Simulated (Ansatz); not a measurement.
# Changed inputs in constrained RPA: OsBr2 (1T sheet), part 2 of 2

Wanted: the sensitivity and cost of U and J for OsBr2 (1T sheet).

Ansatz 0.2.0; constrained RPA on LDA, plane waves, PAW.

So far. Step 3 (Changed: 3×3×1 mesh): On the Os eg shell, screening brings the on-site interaction from 8.8 eV down to U = 2.23 eV. Step 4 (Changed: smooth pair densities): On the Os eg shell, screening brings the on-site interaction from 8.4 eV down to U = 2.13 eV.

## Step 6: Changed: more bands than orbitals

File input.yaml:

```yaml
crystal:
  lattice:
    - [0.0, 2.65290628, 2.65290628]
    - [2.65290628, -2.65290628, 0.0]
    - [17.46662, 17.46662, -17.46662]
  atoms:
    - { symbol: Os, position: [0.0, 0.0, 0.3177617107] }
    - { symbol: Br, position: [0.3333333333, 0.6666666667, 0.3584294987] }
    - { symbol: Br, position: [0.6666666667, 0.3333333333, 0.2770939227] }
  periodic: [true, true, false]
kpoints:
  mp_grid: { grid: [6, 6, 1] }
hamiltonian:
  xc: lda
scf:
  occupations: { method: gaussian, width: 0.08 }
  n_extra_bands: 19
  max_iter: 150
  lower_state_search: "off"
output:
  crpa:
    kmesh: [6, 6, 1]
    target_bands: [c1, c3]
    projections: [{ species: Os, l: d, shell: 5, orbitals: [dz2, dx2-y2] }]
```

On the command line:

```
> ansatz run input.yaml --threads 4 --pin off --max-ram 14745MiB --backend cpu --events-out ev --progress --plain --runs-dir out
```

Numbers of over 12 decimals in the logs are rounded to 6 here.

Log:

```text
Error: invalid value for `output.crpa.projections`: 2 orbital(s) selected but the target window spans 3 band(s); name one orbital per band of it
```

It took 0.13 s on 4 threads of Arm Neoverse V1, shared host; peak memory 0.086 GiB.

The program refused the input before any cycle.

The program's message: “Error: invalid value for `output.crpa.projections`: 2 orbital(s) selected but the target window spans 3 band(s); name one orbital per band of it”

The fault put into this input: more bands than orbitals.

## Step 7: Changed: strain +3%

The cell differs from the one that the last finished run ended in (a 3.752 → 3.864 Å, b 3.752 → 3.864 Å).

input.yaml, the sections that differ from step 6:

```yaml
crystal:
  lattice:
    - [0.0, 2.7324934684, 2.7324934684]
    - [2.7324934684, -2.7324934684, 0.0]
    - [17.46662, 17.46662, -17.46662]
  atoms:
    - { symbol: Os, position: [0.0, 0.0, 0.3177617107] }
    - { symbol: Br, position: [0.3333333333, 0.6666666667, 0.3584294987] }
    - { symbol: Br, position: [0.6666666667, 0.3333333333, 0.2770939227] }
  periodic: [true, true, false]
output:
  crpa:
    kmesh: [6, 6, 1]
    target_bands: [c1, c2]
    projections: [{ species: Os, l: d, shell: 5, orbitals: [dz2, dx2-y2] }]
  local_orbitals:
    kmesh: [12, 12, 1]
    orbitals: [{ species: Os, l: d, shell: 5, orbitals: [dz2, dx2-y2] }]
    window: { bands: [c1, c2] }
    seedname: lo
# kpoints, hamiltonian, scf: as in step 6
```

Log:

```text
[...]
Crystal: 3 atoms, lattice volume = 391.245 Å³
Basis set: ecut = 420 eV, 7685 PW (Γ)
Bands: 34, of which v1, the nominal top of the filled ones, is band 15 counted from 1 (14 counted from 0)
Symmetry: 12 space group operations
[...]
k-points: 7 of 36
[...]
° read free of the cell's end (the report's vacuum.weakly_bound_levels)
[...]
χ-basis size per q: N_G = 1390..1437
[...]
Site 0, 5D, 2 of 5 d orbitals (Wannier functions 1, 2; wannier90's mr 1, 4):
      screened: U = 2.0840 eV, U' = 1.6282 eV, J = 0.2279 eV
      screened, to within: U = 4.1e-3 eV, U' = 4.1e-3 eV, J = 4.6e-4 eV
      bare: V = 8.6418 eV, V' = 7.8730 eV, J = 0.3844 eV
[...]
[key lines of the parts left out:]
SCF converged after 7 iterations
Free energy (F): -16504.931198 eV
Fermi energy:    -4.033245 eV
```

The job ended after 1.8 min (4 threads; peak memory 1.9 GiB; 6.9 min of CPU time).

Numbers from this step:

| Quantity | Value |
| --- | --- |
| U | 2.084 eV |
| U prime (inter-orbital) | 1.628 eV |
| J | 0.2279 eV |
| bare V | 8.642 eV |
| bare J | 0.3844 eV |
| stated bound on U | 0.004035 eV |
| U over bare V | 0.2412 |
| electrons in the window | 0 |
| head of the constrained inverse dielectric matrix | 0.5623 |
| least eigenvalue of the projection's overlap | 0.4805 |
| target functions | 2 |
| bands in the sums | 34 |
| r.m.s. miss of the model bands | 0.001410 eV |
| width of the target bands | 1.149 eV |
| weight of the projected orbitals in the window | 0.5966 |

On the Os eg shell, screening brings the on-site interaction from 8.6 eV down to U = 2.08 eV.

## Step 8: Changed: PBEsol

This step: constrained RPA on PBEsol, plane waves, PAW.

input.yaml, the sections that differ from step 7:

```yaml
crystal:
  lattice:
    - [0.0, 2.65290628, 2.65290628]
    - [2.65290628, -2.65290628, 0.0]
    - [17.46662, 17.46662, -17.46662]
  atoms:
    - { symbol: Os, position: [0.0, 0.0, 0.3177617107] }
    - { symbol: Br, position: [0.3333333333, 0.6666666667, 0.3584294987] }
    - { symbol: Br, position: [0.6666666667, 0.3333333333, 0.2770939227] }
  periodic: [true, true, false]
hamiltonian:
  xc: pbesol
output:
  crpa:
    kmesh: [6, 6, 1]
    target_bands: [c1, c2]
    projections: [{ species: Os, l: d, shell: 5, orbitals: [dz2, dx2-y2] }]
# kpoints, scf: as in step 7
```

Log:

```text
[...]
Crystal: 3 atoms, lattice volume = 368.786 Å³
Basis set: ecut = 420 eV, 7253 PW (Γ)
Bands: 34, of which v1, the nominal top of the filled ones, is band 15 counted from 1 (14 counted from 0)
Symmetry: 12 space group operations
[...]
k-points: 7 of 36
[...]
° read free of the cell's end (the report's vacuum.weakly_bound_levels)
[...]
χ-basis size per q: N_G = 1310..1353
[...]
Site 0, 5D, 2 of 5 d orbitals (Wannier functions 1, 2; wannier90's mr 1, 4):
      screened: U = 2.1793 eV, U' = 1.7274 eV, J = 0.2259 eV
      screened, to within: U = 4.5e-3 eV, U' = 4.5e-3 eV, J = 4.6e-4 eV
      bare: V = 8.4948 eV, V' = 7.7385 eV, J = 0.3781 eV
[...]
[key lines of the parts left out:]
SCF converged after 7 iterations
Free energy (F): -16722.906197 eV
Fermi energy:    -3.615812 eV
```

Run time: 1.7 min. Hardware: 4 threads; peak memory 1.9 GiB; 6.4 min of CPU time.

Numbers from this step:

* U: 2.179 eV
* U prime (inter-orbital): 1.727 eV
* J: 0.2259 eV
* bare V: 8.495 eV
* bare J: 0.3781 eV
* stated bound on U: 0.004450 eV
* U over bare V: 0.2565
* electrons in the window: 0
* head of the constrained inverse dielectric matrix: 0.5751
* least eigenvalue of the projection's overlap: 0.4669
* target functions: 2
* bands in the sums: 34
* width of the target bands: 1.219 eV
* weight of the projected orbitals in the window: 0.5745

On the Os eg shell, screening brings the on-site interaction from 8.5 eV down to U = 2.18 eV.

## Step 9: Side by side

Times are wall times on 4 threads of Arm Neoverse V1, shared host, good to a factor of about two.

```
                  run  bare V (eV)  U (eV)  J (eV)  bound on U (eV)  width (eV)     time
        target window         8.44   2.122   0.223           0.0042        1.25  1.7 min
           3×3×1 mesh         8.82   2.231   0.232           0.0049        1.25     30 s
smooth pair densities         8.44   2.133   0.230           0.0030        1.25     88 s
           strain +3%         8.64   2.084   0.228           0.0040        1.15  1.8 min
               PBEsol         8.49   2.179   0.226           0.0044        1.22  1.7 min
```

## Step 10: Results

- target window: U 2.12 eV, J 0.22 eV
- 3×3×1 mesh: U 2.23 eV, J 0.23 eV
- smooth pair densities: U 2.13 eV, J 0.23 eV
- strain +3%: U 2.08 eV, J 0.23 eV
- PBEsol: U 2.18 eV, J 0.23 eV

3×3×1 mesh moves U by +0.11 eV at 0.29 times the time. Smooth pair densities moves U by +0.01 eV. Strain +3% moves U by −0.04 eV. PBEsol moves U by +0.06 eV. The printed bound covers the solver alone, not the mesh, and no denser mesh than the base was run. The parent state is non-magnetic and the interaction static (zero frequency); U depends on the window and the orbitals, so it belongs to this model alone. Spin-orbit coupling, which is strong for atoms this heavy, is left out.

[Paths, hosts, dates, memory and timing lines, banners, echoed tables and standing remarks are left out of the program output.]

[Logs are printed without paths, hosts, clocks, repeated set-up lines and the standing remarks that a program may print on its own settings, such as how far it seeks lower states.]

[Runs of the session that timed out or met a known fault of the program may be left out.]

[Hosts, paths, dates, database ids (printed as entryN), source tags and the programs' standing remarks are cut or masked in the printed files.]
